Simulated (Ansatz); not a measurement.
**Ca2C (model cell, started as antifluorite): following an unstable mode**

Wanted: the energy along a soft mode of Ca2C (model cell, started as antifluorite) and the structure at the end.

Program: Ansatz 0.2.0. Level of theory: DFT PBEsol, scalar-relativistic, plane waves, PAW. Results are calculated unless marked as measured.

The structure was built from a prototype and need not be the compound's stable phase.

### Step 1. Starting point

It takes space group Fm-3m (No. 225, cubic). The conventional cell has a = 6.205 Å, b = 6.205 Å, c = 6.205 Å, α = 90.00°, β = 90.00°, γ = 90.00°. Nearest to C lie 8 Ca at 2.69 Å. Nearest to Ca lie 4 C at 2.69 Å. Farther neighbours are not listed.

### Step 2. Response at finite wavevector

The cell comes from relaxations at this level that are not shown. Stability and thermal properties need the whole zone. Linear response on a 4×4×4 q mesh gives force constants as far as a supercell of that size would.

File input.yaml:

```yaml
crystal:
  lattice:
    - [0.0, 3.1025879259, 3.1025879259]
    - [3.1025879259, 0.0, 3.1025879259]
    - [3.1025879259, 3.1025879259, 0.0]
  atoms:
    - { symbol: C, position: [0.0, 0.0, 0.0] }
    - { symbol: Ca, position: [0.25, 0.25, 0.25] }
    - { symbol: Ca, position: [0.75, 0.75, 0.75] }
kpoints:
  mp_grid: { grid: [12, 12, 12] }
hamiltonian:
  xc: pbesol
scf:
  occupations: { method: gaussian, width: 0.01 }
output:
  eigenvalues: true
phonons:
  method: dfpt
  qmesh: [4, 4, 4]
  temperatures: { t_max: 1000, t_step: 50 }
  qpath:
    path:
      - [[0.0, 0.0, 0.0], [0.5, 0.0, 0.5], [0.625, 0.25, 0.625]]
      - [[0.375, 0.375, 0.75], [0.0, 0.0, 0.0], [0.5, 0.5, 0.5], [0.5, 0.25, 0.75], [0.5, 0.0, 0.5]]
    npoints: 10
```

The run is started by

```bash
ansatz run input.yaml --threads 4 --pin off --max-ram 7168MiB --backend cpu --events-out ev --progress --plain --runs-dir out
```

Numbers of over 12 decimals in the logs are rounded to 6 here.

Output:

```text
Warning: phonons: the dynamical matrix that this run interpolates holds no multipole term above the dipole-dipole one, and a site of this crystal is no centre of inversion, so its interpolated transverse optical and acoustic branches and sound speeds can stay off near Gamma, and the density of states and the thermodynamics with them. What a run solves at a wave vector of phonons.qpoints, Gamma apart, where the deck admits one, is free of this, and under fd what a larger phonons.supercell samples
Engine: ansatz 0.2.0, aarch64-unknown-linux-gnu
Pseudopotentials: kind: paw
Pseudopotential: C, paw, valence charge 4, recommended cutoff 420 eV (normal), C.paw.azcp
Pseudopotential: Ca, paw, valence charge 10, recommended cutoff 420 eV (normal), Ca.paw.azcp
Functional definition: PBEsol
  exchange = pbesol_x
  correlation = pbesol_c
Crystal: 3 atoms, lattice volume = 59.731 Å³
Basis set: ecut = 420 eV, 1211 PW (Γ), exchange–correlation on 60×60×60 points (8 copies of the dense FFT grid, shifted against one another)
Bands: 16, of which v1, the nominal top of the filled ones, is band 12 counted from 1 (11 counted from 0)
Symmetry: 48 space group operations
k-points: 72 of 1728
Non-local potential: C, projectors of the file, l = 0: 2, l = 1: 2, l = 2: 1
Non-local potential: Ca, projectors of the file, l = 0: 3, l = 1: 2, l = 2: 2
PAW form: soft (Blöchl's): semilocal exchange-correlation on the pseudo side does not see the compensation charge
PAW frozen core: C, regenerated for the run's functional, and the local potential with it (the file was generated under x = pbe(κ = 0.804, μ = 0.219515), c = pbe(β = 0.066725))
PAW frozen core: Ca, regenerated for the run's functional, and the local potential with it (the file was generated under x = pbe(κ = 0.804, μ = 0.219515), c = pbe(β = 0.066725))
PAW one-centre angular grid: C, 110 points (default); XC on 64 Gauss nodes
PAW one-centre angular grid: Ca, 110 points (default); XC on 64 Gauss nodes
Initial density: superposition of atomic densities (neutral atoms: chi_scale 0, normalization atom), corrected by the library's trained network
Initial wavefunctions: pseudopotential atomic-orbital guess
Functional: x = pbesol(κ = 0.804, μ = 0.123457), c = pbesol(β = 0.046)
SCF iter   1: F=—  HF=-3833.247288 eV  |F-HF|=—  |Δ(HF+E_count)|=         —  Δρ=3.94e-3  dr2=9.18e-3  ethr=1.77e-3  ⟨swp⟩=6.8  Hψ=7072  notcnv=0
preconditioner: auto → none  [insulator: Δε(μ)=0.150 eV  Ē_g=5.507 eV  σ=0.010 eV  W_gap=1.00  n_scr=14 (ndim 8)  ℏωp=13.6 eV  f_vac=0.000  D(μ)=0.00/eV (n_scr^D=0)  ε∞_Penn≈7.1]
SCF iter   2: F=—  HF=-3833.245921 eV  |F-HF|=—  |Δ(HF+E_count)|=   1.37e-3  Δρ=1.58e-3  dr2=1.53e-3  ethr=3.82e-5  ⟨swp⟩=3.0  Hψ=2848  notcnv=0
SCF iter   3: F=—  HF=-3833.246366 eV  |F-HF|=—  |Δ(HF+E_count)|=   4.45e-4  Δρ=1.42e-3  dr2=2.29e-3  ethr=6.37e-6  ⟨swp⟩=2.0  Hψ=1729  notcnv=0
SCF iter   4: F=—  HF=-3833.245946 eV  |F-HF|=—  |Δ(HF+E_count)|=   4.20e-4  Δρ=2.91e-4  dr2=4.05e-5  ethr=6.37e-6  ⟨swp⟩=2.0  Hψ=1708  notcnv=0
SCF iter   5: F=—  HF=-3833.245956 eV  |F-HF|=—  |Δ(HF+E_count)|=   9.70e-6  Δρ=1.34e-4  dr2=2.50e-5  ethr=1.69e-7  ⟨swp⟩=2.0  Hψ=1421  notcnv=0
SCF iter   6: F=—  HF=-3833.245954 eV  |F-HF|=—  |Δ(HF+E_count)|=   2.05e-6  Δρ=5.29e-5  dr2=3.92e-6  ethr=1.04e-7  ⟨swp⟩=2.0  Hψ=1309  notcnv=0
SCF iter   7: F=—  HF=-3833.245954 eV  |F-HF|=—  |Δ(HF+E_count)|=   2.87e-7  Δρ=7.57e-6  dr2=7.76e-8  ethr=1.63e-8  ⟨swp⟩=2.0  Hψ=1353  notcnv=0
SCF iter   8: F=—  HF=-3833.245953 eV  |F-HF|=—  |Δ(HF+E_count)|=   6.91e-7  Δρ=5.44e-7  dr2=3.46e-10  ethr=3.24e-10  ⟨swp⟩=2.0  Hψ=1402  notcnv=0
SCF iter   9: F=-3833.245953 eV  HF=-3833.245953 eV  |F-HF|=9.09e-13  |Δ(HF+E_count)|=  4.55e-11  Δρ=3.99e-8  dr2=1.71e-12  ethr=1.00e-12  ⟨swp⟩=4.0  Hψ=5252  notcnv=0
SCF 1 converged in 9 iterations: F = -3833.245953 eV  dr2 = 1.71e-12
  greatest PAW one-centre occupation: 0.996 electrons in one spin orbital (limit 2), on the Ca atom at site 2 (counted from 0), in its partial waves of l = 0
Initial density: read from a saved state, or passed on in memory by an earlier SCF of this step, an earlier step, the calling program or the single point that the run made first
iter 1 solved again at ethr=1.78e-6 eV; its pass at ethr=3.10e-3 eV (dr2=4.28e-4 eV) is discarded
[...]
eigensolver tolerance schedule: the retry pair's looser diagonalisation over-reported the residual by 2263765.77 of it (diagonalisation noise at an unbounded share of the residual, at the tolerance the schedule requests for it); recorded, not acted on — ethr = c·dr2/N_el stays at c = 1.0e-1
preconditioner: auto → none  [insulator: Δε(μ)=0.162 eV  Ē_g=5.505 eV  σ=0.010 eV  W_gap=1.00  n_scr=14 (ndim 8)  ℏωp=13.6 eV  f_vac=0.000  D(μ)=0.00/eV (n_scr^D=0)  ε∞_Penn≈7.1]
[...]
SCF iter   4: F=—  HF=-3833.245953 eV  |F-HF|=—  |Δ(HF+E_count)|=  4.55e-13  Δρ=2.15e-7  dr2=1.91e-11  ethr=1.00e-12  ⟨swp⟩=2.0  Hψ=1912  notcnv=0
SCF iter   5: F=-3833.245953 eV  HF=-3833.245953 eV  |F-HF|=9.09e-13  |Δ(HF+E_count)|=  1.36e-12  Δρ=1.15e-7  dr2=5.33e-12  ethr=1.00e-12  ⟨swp⟩=1.0  Hψ=2592  notcnv=0
SCF 2 converged in 5 iterations: F = -3833.245953 eV  dr2 = 5.33e-12
k-points: 163 of 1728 (irreducible under 8 space group operations, time reversal used)
iter 1 solved again at ethr=1.72e-6 eV; its pass at ethr=3.10e-3 eV (dr2=4.12e-4 eV) is discarded
SCF iter   1: F=—  HF=-3833.245953 eV  |F-HF|=—  |Δ(HF+E_count)|=         —  Δρ=5.48e-7  dr2=2.56e-10  ethr=1.72e-6  ⟨swp⟩=2.4  Hψ=18731  notcnv=0  defer=296
eigensolver tolerance schedule: the retry pair's looser diagonalisation over-reported the residual by 1608420.57 of it (diagonalisation noise at an unbounded share of the residual, at the tolerance the schedule requests for it); recorded, not acted on — ethr = c·dr2/N_el stays at c = 1.0e-1
preconditioner: auto → none  [insulator: Δε(μ)=0.162 eV  Ē_g=5.505 eV  n_scr=14 (ndim 8)  ℏωp=13.6 eV  f_vac=0.000  ε∞_Penn≈7.1]
SCF iter   2: F=—  HF=-3833.245953 eV  |F-HF|=—  |Δ(HF+E_count)|=   4.21e-7  Δρ=9.13e-7  dr2=9.62e-10  ethr=1.07e-12  ⟨swp⟩=4.4  Hψ=7475  notcnv=0  defer=141
SCF iter   3: F=-3833.245953 eV  HF=-3833.245953 eV  |F-HF|=3.00e-11  |Δ(HF+E_count)|=  1.63e-10  Δρ=2.84e-7  dr2=5.80e-11  ethr=1.00e-12  ⟨swp⟩=4.1  Hψ=12648  notcnv=0
SCF 3 converged in 3 iterations: F = -3833.245953 eV  dr2 = 5.80e-11
NSCF: frozen V_eff on 163 k-points
NSCF: frozen V_eff on 84 k-points
DFPT response loops at Γ: preconditioner auto → none (the input reference at scf.mixing.eps_inf says where Resta's filter doesn't serve); β = 0.50; Broyden in place of MSR1
[...]
DFPT response loops at q = (0, 0, 0) (fractional): mixed as the last ones told, above
NSCF: frozen V_eff on 1872 k-points
DFPT response loops at q = (0, 0, 0.25) (fractional): preconditioner auto → Resta (q_TF=auto, 2.344 Å⁻¹)  ε∞=19.2 (no band partly filled); β = 1.00, the filter's whole step (`scf.mixing.beta` (0.50) is not read by the response loops at its default; to damp them type it under 1.00, their step now; it binds the ground state too); Broyden in place of MSR1
NSCF: frozen V_eff on 952 k-points
DFPT response loops at q = (0, 0, -0.5) (fractional): mixed as the last ones told, above
NSCF: frozen V_eff on 1020 k-points
DFPT response loops at q = (0, 0.25, 0.25) (fractional): mixed as the last ones told, above
NSCF: frozen V_eff on 3456 k-points
DFPT response loops at q = (0, 0.25, -0.5) (fractional): mixed as the last ones told, above
NSCF: frozen V_eff on 1872 k-points
DFPT response loops at q = (0, 0.25, -0.25) (fractional): mixed as the last ones told, above
NSCF: frozen V_eff on 560 k-points
DFPT response loops at q = (0, -0.5, -0.5) (fractional): mixed as the last ones told, above
NSCF: frozen V_eff on 1020 k-points
DFPT response loops at q = (0.25, -0.5, -0.25) (fractional): mixed as the last ones told, above
SCF converged after 9 iterations
Free energy (F): -3833.245953 eV
Harris-Foulkes:  -3833.245953 eV  (|F-HF|=9.09e-13)
Internal energy: -3833.245953 eV  (E = F + TS)
E sigma→0 (E₀):  -3833.245953 eV
Fermi energy:    7.910779 eV
--- Per-component energies (eV) ---
  E_band       = -246.274124
  E_kinetic    = 642.082786
  E_local      = -1477.988667  (includes V_loc(G=0)·N_el)
  E_nonlocal   = 156.256642
  E_hartree    = 484.336595
  E_xc         = -319.180070
  E_vxc        = -399.831762  (∫ρ·V_xc dr)
  E_paw        = -1768.179778  (= ΣΔE_a)
  E_vpaw       = -135.466314  (= ΣTr[D̂ρ^β])
  E_aug_tail   = -0.000007  (compensation charges beyond the density's cutoff)
  E_ewald      = -1550.832143
  E_core_change = 0.258689  (= ΣΔE_core)
  E_smearing   = -0.000000  (= −TS)
  E_closure    = -0.000000  (closes the sum)
  Σ components = -3833.245953   (vs F -3833.245953, Δ=0.00e0)
--- Band table (eV; the first three rows and the last of 72) ---
  k-point 0: bands = [... 8 lower, -0.5619, 6.6907, 6.6907, 6.6907, 8.6942, 9.6384, 9.6384, 13.7406]
  k-point 1: bands = [... 8 lower, -0.5177, 6.5130, 6.7315, 6.7315, 9.0250, 9.6821, 9.6821, 13.3153]
  k-point 2: bands = [... 8 lower, -0.3970, 6.2034, 6.8463, 6.8463, 9.7584, 9.8137, 9.8137, 12.6590]
  k-point 71: bands = [... 8 lower, 0.2472, 6.6721, 6.6721, 7.6377, 8.3184, 10.8592, 10.8592, 12.1022]
--- Phonons (Γ-DFPT): 2 representative perturbations + reference (Σ response iterations 6) ---
  ASR residual: 2.708e-5 → 0.000e0 eV/Å²; symmetrization residual: 3.475e-7 eV/Å²
  ASR residual per site (eV/Å²): 2.71e-5 5.02e-6 5.02e-6
  Γ frequencies (cm⁻¹): 0.00 0.00 0.00 224.53 224.53 224.53 251.36 251.36 251.36
  Unit cell's response to a homogeneous field: 3 representative field directions (Σ response iterations 12)
  ε∞ (high-frequency dielectric tensor):
       15.528406     0.000000    -0.000000
        0.000000    15.528406    -0.000000
       -0.000000    -0.000000    15.528406
  ε⁰ (static dielectric tensor): not given — the deck does not say what the cell's rigid motions are, and on a molecule in a box or a wire the rigid rotations would enter the sum over the modes at Γ. For a crystal or a slab, whose only rigid motions are the translations, set phonons.rigid_motions: translations.
  Born effective charges Z* (e; rows j = field, columns β = displacement):
    site 0:
        -4.31415    0.00000    0.00000
         0.00000   -4.31415    0.00000
        -0.00000   -0.00000   -4.31415
    site 1:
         2.15708   -0.00000   -0.00000
        -0.00000    2.15708   -0.00000
         0.00000    0.00000    2.15708
    site 2:
         2.15708    0.00000   -0.00000
         0.00000    2.15708   -0.00000
         0.00000    0.00000    2.15708
  Z* charge neutrality: 1.142e-3 e pre-enforcement
  solved inside a basis spanned on the 12×12×12 k-mesh, on 12×12×12 k-points, its susceptibility summed on 16×16×16: ε∞ is read to err by 5.5e-2, Z* by 1.8e-2 e; Z* is corrected for what the basis lacks
  optical modes at Γ without the LO–TO term, one row a degenerate level:
      ω (cm⁻¹)  modes    IR ((D/Å)²/amu)
        224.53      3             0.0000
        251.36      3           123.3203
  optical modes at Γ + LO–TO along q̂ = [1.0000, 0.0000, 0.0000]:
      ω (cm⁻¹)  modes    IR ((D/Å)²/amu)
        224.53      3             0.0000
        251.36      2            82.2135
        397.12      1            41.1068
  optical modes at Γ + LO–TO along q̂ = [0.0000, 1.0000, 0.0000]:
      ω (cm⁻¹)  modes    IR ((D/Å)²/amu)
        224.53      3             0.0000
        251.36      2            82.2135
        397.12      1            41.1068
  optical modes at Γ + LO–TO along q̂ = [0.0000, 0.0000, 1.0000]:
      ω (cm⁻¹)  modes    IR ((D/Å)²/amu)
        224.53      3             0.0000
        251.36      2            82.2135
        397.12      1            41.1068
--- Phonons (arbitrary-q DFPT): 8 irreducible q on the 4×4×4 mesh ---
  q = [0.0000, 0.0000, 0.0000] (star 1, of the zone-centre solve; hermiticity 1.61e-7, symmetrization 1.69e-14): 0.00 0.00 0.00 224.53 224.53 224.53 251.36 251.36 251.36
  q = [0.0000, 0.0000, 0.2500] (star 8, 2 solved perturbations on 936 of 1728 k-point pairs; hermiticity 1.12e-7, symmetrization 8.89e-14): 101.13 101.13 117.09 210.49 210.49 213.62 249.69 249.69 412.27
  q = [0.0000, 0.0000, -0.5000] (star 4, 2 solved perturbations on 476 of 1728 k-point pairs; hermiticity 1.07e-7, symmetrization 5.80e-14): 156.64 167.24 167.24 189.21 189.21 211.50 232.73 232.73 401.25
  q = [0.0000, 0.2500, 0.2500] (star 6, 4 solved perturbations in 1608 linear systems a pass and spin channel, the states on 510 of 1728 k-point pairs; hermiticity 1.24e-7, symmetrization 6.47e-14): 59.52 59.52 152.83 192.78 219.26 219.26 273.92 273.92 416.89
  q = [0.0000, 0.2500, -0.5000] (star 24, 4 solved perturbations in 5328 linear systems a pass and spin channel, the states on 1728 of 1728 k-point pairs; hermiticity 4.51e-8, symmetrization 5.88e-14): 81.28 113.29 114.19 209.76 210.68 254.80 260.03 300.46 386.87
  q = [0.0000, 0.2500, -0.2500] (star 12, 4 solved perturbations in 2892 linear systems a pass and spin channel, the states on 936 of 1728 k-point pairs; hermiticity 3.79e-8, symmetrization 7.62e-14): 61.63 157.31 170.61 182.80 185.21 226.90 250.36 309.25 390.69
  q = [0.0000, -0.5000, -0.5000] (star 3, 4 solved perturbations in 886 linear systems a pass and spin channel, the states on 280 of 1728 k-point pairs; hermiticity 5.61e-9, symmetrization 1.56e-13): -59.69 84.06 84.06 206.92 206.92 281.23 281.23 300.66 387.22
  q = [0.2500, -0.5000, -0.2500] (star 6, 4 solved perturbations in 1544 linear systems a pass and spin channel, the states on 510 of 1728 k-point pairs; hermiticity 1.55e-8, symmetrization 8.90e-14): -18.03 60.83 175.73 175.73 207.90 275.32 297.76 339.83 339.83
  sum rule: each row above includes the acoustic sum rule's correction from the zone centre's row sums; it moved no ω² by more than (0.78 cm⁻¹)²
  mesh force constants: q→R imaginary residual 8.62e-18; ASR residual 2.708e-5 → 0.000e0 eV/Å²; symmetrization residual 3.553e-15 eV/Å²
  interpolated dispersion: 63 rows × 9 modes
  density of states and harmonic sums: on the 20×20×20 q-mesh, interpolated from the force constants of a 4×4×4 supercell (with the dipole–dipole term)
  largest difference from the sums on the solved wave vectors: F 2.57e-2 eV, S 3.29e-5 and C_V 7.42e-6 eV/K
  zero-point energy: 0.118034 eV/cell   skipped modes (ω ≤ 0): 34, of them read as no rigid motion or as one in doubt: 31 (1.039e-1 modes/cell left out, lowest -59.69 cm⁻¹)   left out of the sums: 1.16e-2 of the cell's modes: C_V's classical limit lies that fraction below 3 k_B per atom; for a crystal, a wire or a layer, F and S can be off by more, and a phonons.interpolated_qmesh denser along its periods is the remedy for the sampling
```

It took 5 min on 4 threads of Arm Neoverse V2, shared host; peak memory 3.8 GiB.

The column dr2 measures how far the density is from self-consistency, as an energy; F and HF (Harris–Foulkes) agree once it is small.

This step gave:

- gap on the k-mesh: 0.1623 eV
- volume per atom: 19.91 Å³
- sum-rule residual before enforcement: 2.71e-5 eV/Å²
- lowest frequency on the path: -59.69 cm⁻¹
- point group: m-3m
- highest frequency on the path or at a solved wavevector: 416.9 cm⁻¹
- highest optical mode at the zone centre (no LO-TO term): 251.4 cm⁻¹
- lowest optical zone-centre mode: 224.5 cm⁻¹
- lowest mode on the q mesh (acoustic modes at Γ apart): -59.69 cm⁻¹

Frequencies (cm⁻¹) solved at each irreducible wavevector; negative means imaginary. Frequencies by wavevector, by row:

```csv
q in reciprocal lattice units,star,mode 1,mode 2,mode 3,mode 4,mode 5,mode 6,mode 7,mode 8,mode 9
0 0 0,1,0,0,0,224.5,224.5,224.5,251.4,251.4,251.4
0 0 0.25,8,101.1,101.1,117.1,210.5,210.5,213.6,249.7,249.7,412.3
0 0 -0.5,4,156.6,167.2,167.2,189.2,189.2,211.5,232.7,232.7,401.2
0 0.25 0.25,6,59.5,59.5,152.8,192.8,219.3,219.3,273.9,273.9,416.9
0 0.25 -0.5,24,81.3,113.3,114.2,209.8,210.7,254.8,260,300.5,386.9
0 0.25 -0.25,12,61.6,157.3,170.6,182.8,185.2,226.9,250.4,309.2,390.7
0 -0.5 -0.5,3,-59.7,84.1,84.1,206.9,206.9,281.2,281.2,300.7,387.2
0.25 -0.5 -0.25,6,-18,60.8,175.7,175.7,207.9,275.3,297.8,339.8,339.8
```

Interpolated from a 4×4×4 q mesh, with the LO-TO term (at Γ the limit along the path; where Γ stands inside the path, tables give the limit on arrival). Phonon branches along the path, in cm⁻¹:

```csv
point,branch 1,branch 2,branch 3,branch 4,branch 5,branch 6,branch 7,branch 8,branch 9
Γ,0,0,0,224,224,224,251,251,397
halfway,60,60,153,193,219,219,274,274,417
X,-60,84,84,207,207,281,281,301,387
halfway,-54,91,94,207,210,276,288,302,381
U,-28,109,117,207,209,259,280,329,365
jump to K,-28,109,117,207,209,259,280,329,365
halfway,62,144,152,183,193,237,239,282,407
Γ,0,0,0,224,224,224,251,251,397
halfway,101,101,117,210,210,214,250,250,412
L,157,167,167,189,189,212,233,233,401
halfway,93,106,170,181,213,247,252,305,381
W,-18,61,176,176,208,275,298,340,340
halfway,-48,76,119,208,208,280,295,298,375
X,-60,84,84,207,207,281,281,301,387
```

The phonon branches as a text plot (rows in cm⁻¹):

```
    407 |***********           *********************
    387 |           ****     **                     ***       ***
    367 |               *** *                          **   **
    347 |                  *                             ***
    328 |                ** *                          **  *
    308 |            ****    **                       *   * *****
    288 |       ***********    **                    *   * ******
    268 |   ****  **   ******    ***                *  ******
    248 |***     *         * ******************   ** ***
    228 |********           ***************    *******
    208 |  *    *************    ****      **********************
    189 |   *  *            ******             *********   *
    169 |    **              ***                ************
    149 |    ***            *** *             ******        *
    129 |   *   *          **    *           **     **       *
    109 |               ***      ***        *        **       *
     89 |  *     ********         **       *          ***      **
     69 |      ***           ****   *     *            * ******
     50 | *  **             *    ****    *              *
     30 |  **     **       *        **  *
     10 |**                          ***                 *
    -10 |                                                 *
    -30 |                **                                **
    -50 |           *****                                    ****
         Γ           X  U|K            Γ         L        W     X
```

Symmetry leaves 8 wavevectors to solve. The lowest mode among them, the acoustic zeros apart, lies at q = (0, -0.5, -0.5) and is imaginary, 59.7i cm⁻¹, so the energy falls along it.

(Part 1 of 3 ends here.)

[Logs are printed without paths, hosts, clocks, repeated set-up lines and the standing remarks that a program may print on its own settings, such as how far it seeks lower states.]

[Hosts, paths, dates, database ids (printed as entryN), source tags and the programs' standing remarks are cut or masked in the printed files.]
